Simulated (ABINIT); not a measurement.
# TiO2 (Pbcn): bands and cutoff in G0W0 with ABINIT, part 2 of 2

What does each rung of G0W0 on TiO2 (Pbcn) cost, and what does it buy?

ABINIT 10.8.3; LDA and many-body steps on it, plane waves. Known limits of the many-body steps: not at the basis limit; coarse k mesh.

So far. Step 3 (Screening, 2×2×2 mesh, 147 bands, screening to 68.6 eV): Local fields lower ε∞ by 4 %. On a Γ-centred mesh this coarse the value itself is usually too large, while a short band sum pulls it down. Step 4 (147 bands, 68.6 eV): The gap on the mesh goes from 2.56 eV to 4.25 eV, a correction of +1.69 eV.

## (6) 198 bands, 90.6 eV

This step: G0W0 on LDA, plane waves, norm-conserving pseudopotentials.

run.abi reads:

```
acell 3*1.0 Angstrom
rprim 
  4.545349550000 0.000000000000 0.000000000000
  0.000000000000 5.519619440000 0.000000000000
  0.000000000000 0.000000000000 4.909196860000
ntypat 2
znucl 22 8
natom 12
typat 1 1 1 1 2 2 2 2 2 2 2 2
xred 
  0.500000000000 0.672990930000 0.750000000000
  0.000000000000 0.827009070000 0.250000000000
  0.500000000000 0.327009070000 0.250000000000
  0.000000000000 0.172990930000 0.750000000000
  0.728549380000 0.618275360000 0.081350920000
  0.228549380000 0.881724640000 0.918649080000
  0.771450620000 0.881724640000 0.581350920000
  0.271450620000 0.618275360000 0.418649080000
  0.728549380000 0.381724640000 0.581350920000
  0.228549380000 0.118275360000 0.418649080000
  0.771450620000 0.118275360000 0.081350920000
  0.271450620000 0.381724640000 0.918649080000
pp_dirpath "pseudos"
pseudos "Ti.upf, O.upf"
ecut 38
ngkpt 2 2 2
nshiftk 1
shiftk 0 0 0
kptopt 1
chksymbreak 0
istwfk *1
occopt 1
irdwfk 1
optdriver 4
nband 198
gwcalctyp 0
ecutsigx 38
symsigma 1
nkptgw 8
kptgw 
  0.0000000000 0.0000000000 0.0000000000
  0.0000000000 0.0000000000 0.5000000000
  0.5000000000 0.0000000000 0.0000000000
  0.0000000000 0.5000000000 0.0000000000
  0.5000000000 0.5000000000 0.0000000000
  0.5000000000 0.0000000000 0.5000000000
  0.0000000000 0.5000000000 0.5000000000
  0.5000000000 0.5000000000 0.5000000000
bdgw 
  47 50
  47 50
  47 50
  47 50
  47 50
  45 52
  45 52
  45 52
ecuteps 3.33
irdscr 1
ppmodel 1
indata_prefix "in"
outdata_prefix "out"
tmpdata_prefix "tmp"
```

Run with:

```bash
$ OMP_NUM_THREADS=1 mpirun -n 4 abinit run.abi > log
```

Numbers of over 12 decimals in the logs are rounded to 6 here.

Log:

```text
.Version 10.8.3 of ABINIT. v10.8.2 released Aug 2026.

 Symmetries : space group Pb c n (# 60); Bravais oP (primitive ortho.)
[... echo of the input left out ...]
== DATASET  1 ==================================================================
-   mpi_nproc: 4, omp_nthreads: 1 (-1 if OMP is not activated)

--- !DatasetInfo
iteration_state: {dtset: 1, }
dimensions: {natom: 12, nkpt: 8, mband: 198, nsppol: 1, nspinor: 1, nspden: 1, mpw: 9332, }
cutoff_energies: {ecut:  38.0, pawecutdg:  -1.0, }
electrons: {nelect:   9.60000000E+01, charge:   0.00000000E+00, occopt:   1.00000000E+00, tsmear:   1.00000000E-02, }

 SIGMA: Calculation of the GW corrections

 Based on a program developped by R.W. Godby, V. Olevano, G. Onida, and L. Reining.
 Incorporated in ABINIT by V. Olevano, G.-M. Rignanese, and M. Torrent.
.Using double precision arithmetic ; gwpc =  8

[... cell and pseudopotentials left out ...]
--------------------------------------------------------------------------------

 ==== K-mesh for the wavefunctions ====
 Number of points in the irreducible wedge :     8
[... list of points left out ...]
 Together with  8 symmetry operations and time-reversal symmetry
 yields     8 points in the full Brillouin Zone.

 ==== Q-mesh for screening function ====
 Number of points in the irreducible wedge :     8
[... list of points left out ...]
 Together with  8 symmetry operations and time-reversal symmetry
 yields     8 points in the full Brillouin Zone.

 vcoul_init : cutoff-mode = AUXILIARY_FUNCTION
 q-points for optical limit:   1
     1)      0.000010    0.000020    0.000030
 setmesh: FFT mesh size selected  =    48x   60x   54
          total number of points  =       155520

 Number of electrons calculated from density =   96.0000; Expected =   96.0000
[...]
--- !SelfEnergy_ee
iteration_state: {dtset: 1, }
kpoint     : [   0.000,    0.000,    0.500, ]
spin       : 1
KS_gap     :    2.873
QP_gap     :    4.510
Delta_QP_KS:    1.637
data: !SigmaeeData |
     Band     E0 <VxcDFT>   SigX SigC(E0)      Z dSigC/dE  Sig(E)    E-E0       E
[...]
--- !SelfEnergy_ee
[...]
kpoint     : [   0.500,    0.000,    0.000, ]
spin       : 1
KS_gap     :    3.323
QP_gap     :    4.976
Delta_QP_KS:    1.653
data: !SigmaeeData |
     Band     E0 <VxcDFT>   SigX SigC(E0)      Z dSigC/dE  Sig(E)    E-E0       E
[...]
--- !SelfEnergy_ee
iteration_state: {dtset: 1, }
kpoint     : [   0.000,    0.500,    0.500, ]
spin       : 1
KS_gap     :    3.328
QP_gap     :    5.013
Delta_QP_KS:    1.685
data: !SigmaeeData |
     Band     E0 <VxcDFT>   SigX SigC(E0)      Z dSigC/dE  Sig(E)    E-E0       E
[...]
--- !SelfEnergy_ee
iteration_state: {dtset: 1, }
kpoint     : [   0.500,    0.500,    0.500, ]
spin       : 1
KS_gap     :    3.771
QP_gap     :    5.474
Delta_QP_KS:    1.702
data: !SigmaeeData |
     Band     E0 <VxcDFT>   SigX SigC(E0)      Z dSigC/dE  Sig(E)    E-E0       E
[...]
51   7.991 -20.385 -12.535  -5.468   0.782  -0.279 -18.523   1.861   9.852
       52   7.991 -20.385 -12.535  -5.468   0.782  -0.279 -18.523   1.861   9.852

 New Fermi energy :        2.402124E-01 Ha ,    6.536513E+00 eV

 === QP Band Gaps ===
  >>>> For spin  1
   Minimum direct gap =   4.3038 [eV], located at k-point      :   0.0000  0.0000  0.0000
   Fundamental gap    =   4.1535 [eV], Top of valence bands at :   0.0000  0.0000  0.0000
                                       Bottom of conduction at :   0.0000  0.0000  0.5000

== END DATASET(S) ==============================================================
================================================================================

 -outvars: echo values of variables after computation  --------
           etotal      0.0000000000E+00
            nband         198
             nkpt           8
          spgroup          60
 [... the other variables as echoed above ...]

 Calculation completed.
```

Elapsed: 71 s, on 4 MPI ranks of Arm Neoverse V1, shared host; peak memory 2.1 GiB; 4.7 min of CPU time.

Numbers from this step:

* G0W0 gap on the mesh: 4.154 eV
* starting gap on the mesh: 2.560 eV
* k of the valence top: 0, 0, 0
* k of the conduction bottom: 0, 0, 0.5
* Z at the valence top: 0.775
* Z at the conduction bottom: 0.786
* least direct G0W0 gap on the computed points: 4.304 eV

Against G0W0 in ABINIT (2×2×2 mesh, 147 bands, screening to 68.6 eV, Godby-Needs plasmon pole), the gap moves by −0.097 eV.

## (7) Screening, 2×2×2 mesh, 280 bands, screening to 120.8 eV

This step: RPA screening on LDA, plane waves, norm-conserving pseudopotentials.

run.abi, as its differences from that of step 6:

```diff
@@ -33,29 +33,8 @@
 irdwfk 1
-optdriver 4
-nband 198
-gwcalctyp 0
-ecutsigx 38
-symsigma 1
-nkptgw 8
-kptgw 
-  0.0000000000 0.0000000000 0.0000000000
-  0.0000000000 0.0000000000 0.5000000000
-  0.5000000000 0.0000000000 0.0000000000
-  0.0000000000 0.5000000000 0.0000000000
-  0.5000000000 0.5000000000 0.0000000000
-  0.5000000000 0.0000000000 0.5000000000
-  0.0000000000 0.5000000000 0.5000000000
-  0.5000000000 0.5000000000 0.5000000000
-bdgw 
-  47 50
-  47 50
-  47 50
-  47 50
-  47 50
-  45 52
-  45 52
-  45 52
-ecuteps 3.33
-irdscr 1
-ppmodel 1
+optdriver 3
+nband 280
+ecuteps 4.44
+inclvkb 2
+awtr 1
+symchi 1
 indata_prefix "in"
```

Log:

```text
.Version 10.8.3 of ABINIT. v10.8.2 released Aug 2026.

 Symmetries : space group Pb c n (# 60); Bravais oP (primitive ortho.)
[... echo of the input left out ...]
== DATASET  1 ==================================================================
-   mpi_nproc: 4, omp_nthreads: 1 (-1 if OMP is not activated)

--- !DatasetInfo
iteration_state: {dtset: 1, }
dimensions: {natom: 12, nkpt: 8, mband: 280, nsppol: 1, nspinor: 1, nspden: 1, mpw: 9332, }
cutoff_energies: {ecut:  38.0, pawecutdg:  -1.0, }
[...]
--------------------------------------------------------------------------------
[... chi0 elements left out ...]
 For q-point:  0.000010 0.000020 0.000030
  dielectric constant =   7.5212
  dielectric constant without local fields =   7.9654

  Average fulfillment of the sum rule on Im[epsilon] for q-point    1 :     64.50  [%]
[... wings left out ...]
  q-point number  2        q = ( 0.500000, 0.000000, 0.000000) [r.l.u.]
--------------------------------------------------------------------------------
[... chi0 elements left out ...]
  Average fulfillment of the sum rule on Im[epsilon] for q-point    2 :     68.04  [%]

 [... 6 further q-points ...]
```

Elapsed: 8.1 min, on 4 MPI ranks; peak memory 3.6 GiB; 32 min of CPU time.

This step gave:

```
ε∞ with local fields, on this mesh, along the program's q direction : 7.521
the same without local fields                                       : 7.965
plasma frequency                                                    : 32.78 eV
plane waves in the screening matrix                                 : 365
```

## (8) 280 bands, 120.8 eV

This step: G0W0 on LDA, plane waves, norm-conserving pseudopotentials.

run.abi, as its differences from that of step 7:

```diff
@@ -33,8 +33,29 @@
 irdwfk 1
-optdriver 3
+optdriver 4
 nband 280
+gwcalctyp 0
+ecutsigx 38
+symsigma 1
+nkptgw 8
+kptgw 
+  0.0000000000 0.0000000000 0.0000000000
+  0.0000000000 0.0000000000 0.5000000000
+  0.5000000000 0.0000000000 0.0000000000
+  0.0000000000 0.5000000000 0.0000000000
+  0.5000000000 0.5000000000 0.0000000000
+  0.5000000000 0.0000000000 0.5000000000
+  0.0000000000 0.5000000000 0.5000000000
+  0.5000000000 0.5000000000 0.5000000000
+bdgw 
+  47 50
+  47 50
+  47 50
+  47 50
+  47 50
+  45 52
+  45 52
+  45 52
 ecuteps 4.44
-inclvkb 2
-awtr 1
-symchi 1
+irdscr 1
+ppmodel 1
 indata_prefix "in"
```

Log:

```text
.Version 10.8.3 of ABINIT. v10.8.2 released Aug 2026.

 Symmetries : space group Pb c n (# 60); Bravais oP (primitive ortho.)
[... echo of the input left out ...]
== DATASET  1 ==================================================================
-   mpi_nproc: 4, omp_nthreads: 1 (-1 if OMP is not activated)

--- !DatasetInfo
iteration_state: {dtset: 1, }
dimensions: {natom: 12, nkpt: 8, mband: 280, nsppol: 1, nspinor: 1, nspden: 1, mpw: 9332, }
cutoff_energies: {ecut:  38.0, pawecutdg:  -1.0, }
[...]
Minimum direct gap =   4.2681 [eV], located at k-point      :   0.0000  0.0000  0.0000
   Fundamental gap    =   4.1211 [eV], Top of valence bands at :   0.0000  0.0000  0.0000
                                       Bottom of conduction at :   0.0000  0.0000  0.5000

== END DATASET(S) ==============================================================
================================================================================

 -outvars: echo values of variables after computation  --------
           etotal      0.0000000000E+00
            nband         280
             nkpt           8
          spgroup          60
 [... the other variables as echoed above ...]

 Calculation completed.
```

Elapsed: 3 min, on 4 MPI ranks; peak memory 2.6 GiB.

This step gave:

* G0W0 gap on the mesh: 4.121 eV
* starting gap on the mesh: 2.560 eV
* k of the valence top: 0, 0, 0
* k of the conduction bottom: 0, 0, 0.5
* least direct G0W0 gap on the computed points: 4.268 eV

Against G0W0 in ABINIT (2×2×2 mesh, 198 bands, screening to 90.6 eV, Godby-Needs plasmon pole), the gap moves by −0.033 eV.

## (9) Screening, 2×2×2 mesh, 392 bands, screening to 157 eV

This step: RPA screening on LDA, plane waves, norm-conserving pseudopotentials.

run.abi, as its differences from that of step 8:

```diff
@@ -33,29 +33,8 @@
 irdwfk 1
-optdriver 4
-nband 280
-gwcalctyp 0
-ecutsigx 38
-symsigma 1
-nkptgw 8
-kptgw 
-  0.0000000000 0.0000000000 0.0000000000
-  0.0000000000 0.0000000000 0.5000000000
-  0.5000000000 0.0000000000 0.0000000000
-  0.0000000000 0.5000000000 0.0000000000
-  0.5000000000 0.5000000000 0.0000000000
-  0.5000000000 0.0000000000 0.5000000000
-  0.0000000000 0.5000000000 0.5000000000
-  0.5000000000 0.5000000000 0.5000000000
-bdgw 
-  47 50
-  47 50
-  47 50
-  47 50
-  47 50
-  45 52
-  45 52
-  45 52
-ecuteps 4.44
-irdscr 1
-ppmodel 1
+optdriver 3
+nband 392
+ecuteps 5.77
+inclvkb 2
+awtr 1
+symchi 1
 indata_prefix "in"
```

Log:

```text
.Version 10.8.3 of ABINIT. v10.8.2 released Aug 2026.

 Symmetries : space group Pb c n (# 60); Bravais oP (primitive ortho.)
[... echo of the input left out ...]
== DATASET  1 ==================================================================
-   mpi_nproc: 4, omp_nthreads: 1 (-1 if OMP is not activated)

--- !DatasetInfo
iteration_state: {dtset: 1, }
dimensions: {natom: 12, nkpt: 8, mband: 392, nsppol: 1, nspinor: 1, nspden: 1, mpw: 9332, }
cutoff_energies: {ecut:  38.0, pawecutdg:  -1.0, }
[...]
--------------------------------------------------------------------------------
[... chi0 elements left out ...]
 For q-point:  0.000010 0.000020 0.000030
  dielectric constant =   7.4997
  dielectric constant without local fields =   7.9712

  Average fulfillment of the sum rule on Im[epsilon] for q-point    1 :     72.11  [%]
[... wings left out ...]
  q-point number  2        q = ( 0.500000, 0.000000, 0.000000) [r.l.u.]
--------------------------------------------------------------------------------
[... chi0 elements left out ...]
  Average fulfillment of the sum rule on Im[epsilon] for q-point    2 :     74.93  [%]

 [... 6 further q-points ...]
```

Run time: 14 min. Hardware: 4 MPI ranks; peak memory 6.3 GiB.

Numbers from this step:

- ε∞ with local fields, on this mesh, along the program's q direction: 7.500
- the same without local fields: 7.971
- plasma frequency: 32.78 eV
- plane waves in the screening matrix: 549

## (10) 392 bands, 157 eV

This step: G0W0 on LDA, plane waves, norm-conserving pseudopotentials.

run.abi, as its differences from that of step 9:

```diff
@@ -33,8 +33,29 @@
 irdwfk 1
-optdriver 3
+optdriver 4
 nband 392
+gwcalctyp 0
+ecutsigx 38
+symsigma 1
+nkptgw 8
+kptgw 
+  0.0000000000 0.0000000000 0.0000000000
+  0.0000000000 0.0000000000 0.5000000000
+  0.5000000000 0.0000000000 0.0000000000
+  0.0000000000 0.5000000000 0.0000000000
+  0.5000000000 0.5000000000 0.0000000000
+  0.5000000000 0.0000000000 0.5000000000
+  0.0000000000 0.5000000000 0.5000000000
+  0.5000000000 0.5000000000 0.5000000000
+bdgw 
+  47 50
+  47 50
+  47 50
+  47 50
+  47 50
+  45 52
+  45 52
+  45 52
 ecuteps 5.77
-inclvkb 2
-awtr 1
-symchi 1
+irdscr 1
+ppmodel 1
 indata_prefix "in"
```

Log:

```text
.Version 10.8.3 of ABINIT. v10.8.2 released Aug 2026.

 Symmetries : space group Pb c n (# 60); Bravais oP (primitive ortho.)
[... echo of the input left out ...]
== DATASET  1 ==================================================================
-   mpi_nproc: 4, omp_nthreads: 1 (-1 if OMP is not activated)

--- !DatasetInfo
iteration_state: {dtset: 1, }
dimensions: {natom: 12, nkpt: 8, mband: 392, nsppol: 1, nspinor: 1, nspden: 1, mpw: 9332, }
cutoff_energies: {ecut:  38.0, pawecutdg:  -1.0, }
[...]
Minimum direct gap =   4.2703 [eV], located at k-point      :   0.0000  0.0000  0.0000
   Fundamental gap    =   4.1149 [eV], Top of valence bands at :   0.0000  0.0000  0.0000
                                       Bottom of conduction at :   0.0000  0.0000  0.5000

== END DATASET(S) ==============================================================
================================================================================

 -outvars: echo values of variables after computation  --------
           etotal      0.0000000000E+00
            nband         392
             nkpt           8
          spgroup          60
 [... the other variables as echoed above ...]

 Calculation completed.
```

Wall time 8.4 min (4 MPI ranks); peak memory 5.2 GiB.

This step gave:

| Quantity | Value |
| --- | --- |
| G0W0 gap on the mesh | 4.115 eV |
| starting gap on the mesh | 2.560 eV |
| k of the valence top | 0, 0, 0 |
| k of the conduction bottom | 0, 0, 0.5 |
| least direct G0W0 gap on the computed points | 4.27 eV |

Against G0W0 in ABINIT (2×2×2 mesh, 280 bands, screening to 120.8 eV, Godby-Needs plasmon pole), the gap moves by −0.006 eV.

## (11) Screening, 2×2×2 mesh, 547 bands, screening to 201.4 eV

This step: RPA screening on LDA, plane waves, norm-conserving pseudopotentials.

run.abi, as its differences from that of step 10:

```diff
@@ -33,29 +33,8 @@
 irdwfk 1
-optdriver 4
-nband 392
-gwcalctyp 0
-ecutsigx 38
-symsigma 1
-nkptgw 8
-kptgw 
-  0.0000000000 0.0000000000 0.0000000000
-  0.0000000000 0.0000000000 0.5000000000
-  0.5000000000 0.0000000000 0.0000000000
-  0.0000000000 0.5000000000 0.0000000000
-  0.5000000000 0.5000000000 0.0000000000
-  0.5000000000 0.0000000000 0.5000000000
-  0.0000000000 0.5000000000 0.5000000000
-  0.5000000000 0.5000000000 0.5000000000
-bdgw 
-  47 50
-  47 50
-  47 50
-  47 50
-  47 50
-  45 52
-  45 52
-  45 52
-ecuteps 5.77
-irdscr 1
-ppmodel 1
+optdriver 3
+nband 547
+ecuteps 7.4
+inclvkb 2
+awtr 1
+symchi 1
 indata_prefix "in"
```

Log:

```text
.Version 10.8.3 of ABINIT. v10.8.2 released Aug 2026.

 Symmetries : space group Pb c n (# 60); Bravais oP (primitive ortho.)
[... echo of the input left out ...]
== DATASET  1 ==================================================================
-   mpi_nproc: 4, omp_nthreads: 1 (-1 if OMP is not activated)

--- !DatasetInfo
iteration_state: {dtset: 1, }
dimensions: {natom: 12, nkpt: 8, mband: 547, nsppol: 1, nspinor: 1, nspden: 1, mpw: 9332, }
cutoff_energies: {ecut:  38.0, pawecutdg:  -1.0, }
[...]
--------------------------------------------------------------------------------
[... chi0 elements left out ...]
 For q-point:  0.000010 0.000020 0.000030
  dielectric constant =   7.4801
  dielectric constant without local fields =   7.9736

  Average fulfillment of the sum rule on Im[epsilon] for q-point    1 :     78.41  [%]
[... wings left out ...]
  q-point number  2        q = ( 0.500000, 0.000000, 0.000000) [r.l.u.]
--------------------------------------------------------------------------------
[... chi0 elements left out ...]
  Average fulfillment of the sum rule on Im[epsilon] for q-point    2 :     80.54  [%]

 [... 6 further q-points ...]
```

Elapsed: 28 min, on 4 MPI ranks; peak memory 12 GiB; 1.9 h of CPU time.

Numbers from this step:

| Property | Result |
| --- | --- |
| ε∞ with local fields, on this mesh, along the program's q direction | 7.480 |
| the same without local fields | 7.974 |
| plasma frequency | 32.78 eV |
| plane waves in the screening matrix | 793 |

## (12) 547 bands, 201.4 eV

This step: G0W0 on LDA, plane waves, norm-conserving pseudopotentials.

run.abi, as its differences from that of step 11:

```diff
@@ -33,8 +33,29 @@
 irdwfk 1
-optdriver 3
+optdriver 4
 nband 547
+gwcalctyp 0
+ecutsigx 38
+symsigma 1
+nkptgw 8
+kptgw 
+  0.0000000000 0.0000000000 0.0000000000
+  0.0000000000 0.0000000000 0.5000000000
+  0.5000000000 0.0000000000 0.0000000000
+  0.0000000000 0.5000000000 0.0000000000
+  0.5000000000 0.5000000000 0.0000000000
+  0.5000000000 0.0000000000 0.5000000000
+  0.0000000000 0.5000000000 0.5000000000
+  0.5000000000 0.5000000000 0.5000000000
+bdgw 
+  47 50
+  47 50
+  47 50
+  47 50
+  47 50
+  45 52
+  45 52
+  45 52
 ecuteps 7.4
-inclvkb 2
-awtr 1
-symchi 1
+irdscr 1
+ppmodel 1
 indata_prefix "in"
```

Log:

```text
.Version 10.8.3 of ABINIT. v10.8.2 released Aug 2026.

 Symmetries : space group Pb c n (# 60); Bravais oP (primitive ortho.)
[... echo of the input left out ...]
== DATASET  1 ==================================================================
-   mpi_nproc: 4, omp_nthreads: 1 (-1 if OMP is not activated)

--- !DatasetInfo
iteration_state: {dtset: 1, }
dimensions: {natom: 12, nkpt: 8, mband: 547, nsppol: 1, nspinor: 1, nspden: 1, mpw: 9332, }
cutoff_energies: {ecut:  38.0, pawecutdg:  -1.0, }
[...]
Minimum direct gap =   4.2578 [eV], located at k-point      :   0.0000  0.0000  0.0000
   Fundamental gap    =   4.1119 [eV], Top of valence bands at :   0.0000  0.0000  0.0000
                                       Bottom of conduction at :   0.0000  0.0000  0.5000

== END DATASET(S) ==============================================================
================================================================================

 -outvars: echo values of variables after computation  --------
           etotal      0.0000000000E+00
            nband         547
             nkpt           8
          spgroup          60
 [... the other variables as echoed above ...]

 Calculation completed.
```

Run time: 24 min. Hardware: 4 MPI ranks; peak memory 11 GiB; 1.6 h of CPU time.

Numbers from this step:

| Quantity | Value |
| --- | --- |
| G0W0 gap on the mesh | 4.112 eV |
| starting gap on the mesh | 2.560 eV |
| k of the valence top | 0, 0, 0 |
| k of the conduction bottom | 0, 0, 0.5 |
| least direct G0W0 gap on the computed points | 4.258 eV |

Against G0W0 in ABINIT (2×2×2 mesh, 392 bands, screening to 157 eV, Godby-Needs plasmon pole), the gap moves by −0.003 eV.

## (13) The runs together

Times are wall times on 4 MPI ranks of Arm Neoverse V1, shared host, good to a factor of about two. A run's time includes the screening step that it read.

```tsv
run	mesh	bands	screening cutoff (eV)	DFT gap (eV)	gap on the mesh (eV)	direct (eV)	ε∞ used	time
147 bands, 68.6 eV	2×2×2	147	68.6	2.560	4.251	4.390	7.63	3.3 min
198 bands, 90.6 eV	2×2×2	198	90.6	2.560	4.154	4.304	7.61	5.8 min
280 bands, 120.8 eV	2×2×2	280	120.8	2.560	4.121	4.268	7.52	11 min
392 bands, 157 eV	2×2×2	392	157	2.560	4.115	4.270	7.50	22 min
547 bands, 201.4 eV	2×2×2	547	201.4	2.560	4.112	4.258	7.48	52 min
```

## (14) Outcome

```yaml
147_bands_68p6_ev: 4.251 eV
198_bands_90p6_ev: 4.154 eV
280_bands_120p8_ev: 4.121 eV
392_bands_157_ev: 4.115 eV
547_bands_201p4_ev: 4.112 eV
known_limits: not at the basis limit; coarse k mesh
```

**Reading.** From the first rung to the last the gap moves by −0.14 eV for 16 times the time. The 2×2×2 mesh is coarse for this cell, which bears on the long-range parts of exchange and screening.

[Paths, hosts, dates, memory and timing lines, banners, echoed tables and standing remarks are left out of the program output.]

[Logs are printed without paths, hosts, clocks, repeated set-up lines and the standing remarks that a program may print on its own settings, such as how far it seeks lower states.]

[Runs of the session that timed out or met a known fault of the program may be left out.]

[Hosts, paths, dates, database ids (printed as entryN), source tags and the programs' standing remarks are cut or masked in the printed files.]

[G0W0 gaps are taken among the corrected bands and points alone; a level outside them can change the order at an edge.]

[Where Ansatz stands beside ABINIT at settings called matched, ABINIT's density can come from a denser mesh and the files from another edition; pairs whose starting gaps differed by over 0.03 eV were left out, so agreement reads better than it is.]
